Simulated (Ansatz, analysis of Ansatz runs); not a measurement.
# A hop of Mg in MgH2 (Pbcn), charge +2, part 3 of 3

Wanted: path and barrier of a jump of Mg in MgH2 (Pbcn) at charge +2. The case: Mg_i by the interstitialcy path, in a cell of 48 host atoms with 1 Mg put in.

Ansatz 0.2.0; plane-wave PAW DFT, r2SCAN; nudged elastic band between two relaxed defect structures at fixed charge in a uniform background.

So far, barrier forward (eV): step 4 (nudged elastic band, charge +2) 0.384.

## 5. Saddle search from image 4

A minimum-mode search from an image of the band needs no end points, and checks the top by another method.

This step: plane-wave PAW DFT, r2SCAN; minimum-mode saddle search in a defect supercell, started from an image of the band.

Contents of qp2.saddle/input.yaml:

```yaml
crystal:
  lattice:
    - [-4.47819636, 5.4013991, 4.90197395]
    - [4.47819636, -5.4013991, 4.90197395]
    - [4.47819636, 5.4013991, -4.90197395]
  atoms:
    - { symbol: Mg, position: [0.29365996, 0.12838746, 0.66926153] }
    - { symbol: Mg, position: [0.29577832, 0.62281001, 0.16946983] }
    - { symbol: Mg, position: [0.81254203, -0.08259896, -0.02596496] }
    - { symbol: Mg, position: [0.78911284, 0.6114688, 0.64798029] }
    - { symbol: Mg, position: [0.43974916, 0.11443533, 0.32975555] }
    - { symbol: Mg, position: [0.44095597, 0.61474551, 0.82345013] }
    - { symbol: Mg, position: [0.96204293, 0.13535145, 0.82276868] }
    - { symbol: Mg, position: [0.96118999, 0.6347478, 0.3309276] }
    - { symbol: Mg, position: [0.20060766, 0.37052002, 0.32732049] }
    - { symbol: Mg, position: [0.21235267, 0.88135593, 0.83681032] }
    - { symbol: Mg, position: [0.71052509, 0.36911496, 0.83130979] }
    - { symbol: Mg, position: [0.70705819, 0.87196478, 0.32947833] }
    - { symbol: Mg, position: [0.05327611, 0.38293013, 0.68228243] }
    - { symbol: Mg, position: [0.05785693, 0.86727764, 0.1812809] }
    - { symbol: Mg, position: [0.53379363, 0.37907224, 0.150332] }
    - { symbol: Mg, position: [0.52634656, 0.870016, 0.65549426] }
    - { symbol: H, position: [0.15183718, 0.07027866, 0.80648927] }
    - { symbol: H, position: [0.15342222, 0.57185914, 0.30957201] }
    - { symbol: H, position: [0.63458329, 0.05821523, 0.31321637] }
    - { symbol: H, position: [0.66917715, 0.60650694, 0.81864697] }
    - { symbol: H, position: [0.0930595, 0.41207817, 0.92196847] }
    - { symbol: H, position: [0.10086067, 0.90707864, 0.42375768] }
    - { symbol: H, position: [0.62071728, 0.38051082, 0.39930021] }
    - { symbol: H, position: [0.5861213, 0.89615487, 0.91289326] }
    - { symbol: H, position: [0.26027252, 0.3427864, 0.68850933] }
    - { symbol: H, position: [0.26382141, 0.83763466, 0.18403184] }
    - { symbol: H, position: [0.76405106, 0.35880054, 0.17115616] }
    - { symbol: H, position: [0.77042944, 0.84948826, 0.71376871] }
    - { symbol: H, position: [0.48699887, 0.188361, 0.58412032] }
    - { symbol: H, position: [0.48782766, 0.6707033, 0.07789655] }
    - { symbol: H, position: [0.98613585, 0.17367795, 0.06814403] }
    - { symbol: H, position: [0.97998599, 0.65288233, 0.56805837] }
    - { symbol: H, position: [0.01857835, 0.33043312, 0.43288703] }
    - { symbol: H, position: [-0.00067169, 0.82931718, 0.92572194] }
    - { symbol: H, position: [0.51437824, 0.33178199, 0.91155114] }
    - { symbol: H, position: [0.51427142, 0.82010136, 0.41641951] }
    - { symbol: H, position: [0.22993662, 0.15021589, 0.30544116] }
    - { symbol: H, position: [0.23302495, 0.65872492, 0.81254055] }
    - { symbol: H, position: [0.73212312, 0.14492241, 0.79697156] }
    - { symbol: H, position: [0.73693696, 0.65908582, 0.32153543] }
    - { symbol: H, position: [0.410822, 0.10027528, 0.08408308] }
    - { symbol: H, position: [0.40420092, 0.58794428, 0.5741618] }
    - { symbol: H, position: [0.90701735, 0.09773403, 0.57579888] }
    - { symbol: H, position: [0.90407917, 0.59383075, 0.0779061] }
    - { symbol: H, position: [0.34185697, 0.42166994, 0.18834717] }
    - { symbol: H, position: [0.33992502, 0.9272576, 0.68885792] }
    - { symbol: H, position: [0.83925045, 0.41499807, 0.67029967] }
    - { symbol: H, position: [0.86006864, 0.92314968, 0.19477703] }
    - { symbol: Mg, position: [0.78363236, 0.26760562, 0.31978842] }
total_charge: 2
basis:
  ecutwfc: 500
  xc_grid: 2
hamiltonian:
  xc: r2scan
kpoints:
  mp_grid: { grid: [1, 1, 1] }
scf:
  occupations: { method: fixed }
  max_iter: 80
output:
  forces: true
saddle:
  mode_guess:
    - [0.0308, -0.0045, 0.0152]
    - [-0.0184, -0.0221, -0.009]
[... 10 atom lines left out ...]
    - [-0.0046, -0.1391, -0.0181]
[... 5 atom lines left out ...]
    - [-0.0038, 0.0538, -0.0733]
[... 3 atom lines left out ...]
    - [-0.1142, -0.0095, 0.0203]
    - [0.0651, 0.1344, 0.0788]
[... 2 atom lines left out ...]
    - [-0.0254, -0.1167, 0.0736]
[... 3 atom lines left out ...]
    - [0.0181, -0.046, -0.1137]
    - [0.082, 0.0551, 0.1328]
    - [0.0095, -0.1569, -0.0079]
[... 7 atom lines left out ...]
    - [-0.0766, 0.0726, 0.0473]
[... 5 atom lines left out ...]
    - [0.0886, 0.0539, -0.0677]
    - [0.0183, -0.0319, 0.0319]
    - [-0.7278, -0.2526, -0.0738]
  f_tol: 0.03
  max_steps: 40
  order_check: false
```

Launch:

```bash
> ansatz run input.yaml --threads 4 --pin off --max-ram 7536MiB --backend cpu --events-out ev --progress --plain --runs-dir out
```

Numbers of over 12 decimals in the logs are rounded to 6 here.

Output:

```text
[...]
Warning: saddle: disabling space-group detection — the unstable mode generally breaks the start geometry's symmetry, and a symmetrised force would hide it, so no spatial operation reduces the k-mesh or symmetrises the density; [...]
[...]
saddle search: every force call converges dr2 to 1.0e-10 eV
Crystal: 49 atoms, lattice volume = 474.286 Å³
Basis set: ecut = 500 eV, 12067 PW (Γ), exchange–correlation on 128×128×128 points (8 copies of the dense FFT grid, shifted against one another)
Bands: 149, of which v1, the nominal top of the filled ones, is band 100 counted from 1 (99 counted from 0)
Symmetry: 1 space group operations
k-points: 1
[...]
SCF iter   1: F=—  HF=-33278.651398 eV  |F-HF|=—  |Δ(HF+E_count)|=         —  Δρ=2.94e-2  dr2=2.25e0  dr2_τ=7.31e-2  ethr=1.77e-3  ⟨swp⟩=4.0  Hψ=432  notcnv=0  defer=43
[...]
- { symbol: H, position: [0.634808, 0.058286, 0.312728] }
    - { symbol: H, position: [0.669174, 0.606327, 0.818384] }
    - { symbol: H, position: [0.093169, 0.412349, 0.922350] }
    - { symbol: H, position: [0.100598, 0.907174, 0.423908] }
    - { symbol: H, position: [0.620523, 0.380022, 0.398613] }
    - { symbol: H, position: [0.586158, 0.896153, 0.912823] }
[...]
- { symbol: H, position: [0.341927, 0.421632, 0.188287] }
    - { symbol: H, position: [0.339645, 0.927121, 0.688702] }
    - { symbol: H, position: [0.839229, 0.414975, 0.670024] }
    - { symbol: H, position: [0.860262, 0.923345, 0.194877] }
    - { symbol: Mg, position: [0.785112, 0.268062, 0.320247] }
  unstable mode:
  mode_guess:
    - [0.04731971, -0.00128917, 0.01095662]
    - [0.00715774, -0.01885022, -0.00680550]
    - [-0.21612736, 0.05444278, -0.01054130]
    - [-0.17037092, 0.05300565, 0.00807084]
    - [0.05162198, 0.04483717, 0.00963087]
[...]
- [0.03908481, 0.02647611, 0.03613450]
    - [0.15577960, 0.09270071, -0.07835357]
    - [0.04752501, -0.03216170, 0.02950388]
    - [-0.70118666, -0.28614565, -0.09336112]
[key lines of the parts left out:]
SCF converged after 2 iterations
Free energy (F): -33278.457810 eV
Fermi energy:    2.320475 eV
```

The job ended after 59 s (4 threads of INTEL XEON PLATINUM 8581C at 2.30GHz (Emerald Rapids), shared host; peak memory 0.76 GiB).

This step gave:

```
free energy     : -33278.4578 eV
barrier forward : 0.3830 eV
barrier of band : 0.3836 eV
```

This gives 0.383 eV against the band's 0.384 eV: both methods end at the same energy.

## 6. What came out

```json
{
  "barrier forward": "0.38 eV (in doubt, see below)",
  "barrier backward": "0.38 eV",
  "end less start": "0.00 eV",
  "hop length": "1.91 Å",
  "band iterations, as the log counts them": "8",
  "saddle search from image 4": "0.38 eV"
}
```

In words: The top of the band lies 0.38 eV above the start and 0.38 eV above the end. The path has 2 maxima, and only the highest was climbed; it lies 0.03 eV above the dip at image 3. With an assumed prefactor of 1e13 per second it gives one hop a second along this one path at about 150 K; whether such hops link up through the crystal wasn't checked. At the top Mg49 stands 1.77 Å from its nearest H, 0.09 Å closer than at the start. No image-charge correction is applied; it largely cancels along a path if the charge stays localised alike. What this leaves open: sampling at the zone centre alone can move energies of charged and open-shell states by tenths of an eV or more in cells of this size; periodic copies of the defect are only 8.6 Å apart.

[Logs are printed without paths, hosts, clocks, repeated set-up lines and the standing remarks that a program may print on its own settings, such as how far it seeks lower states.]

[Hosts, paths, dates, database ids (printed as entryN), source tags and the programs' standing remarks are cut or masked in the printed files.]
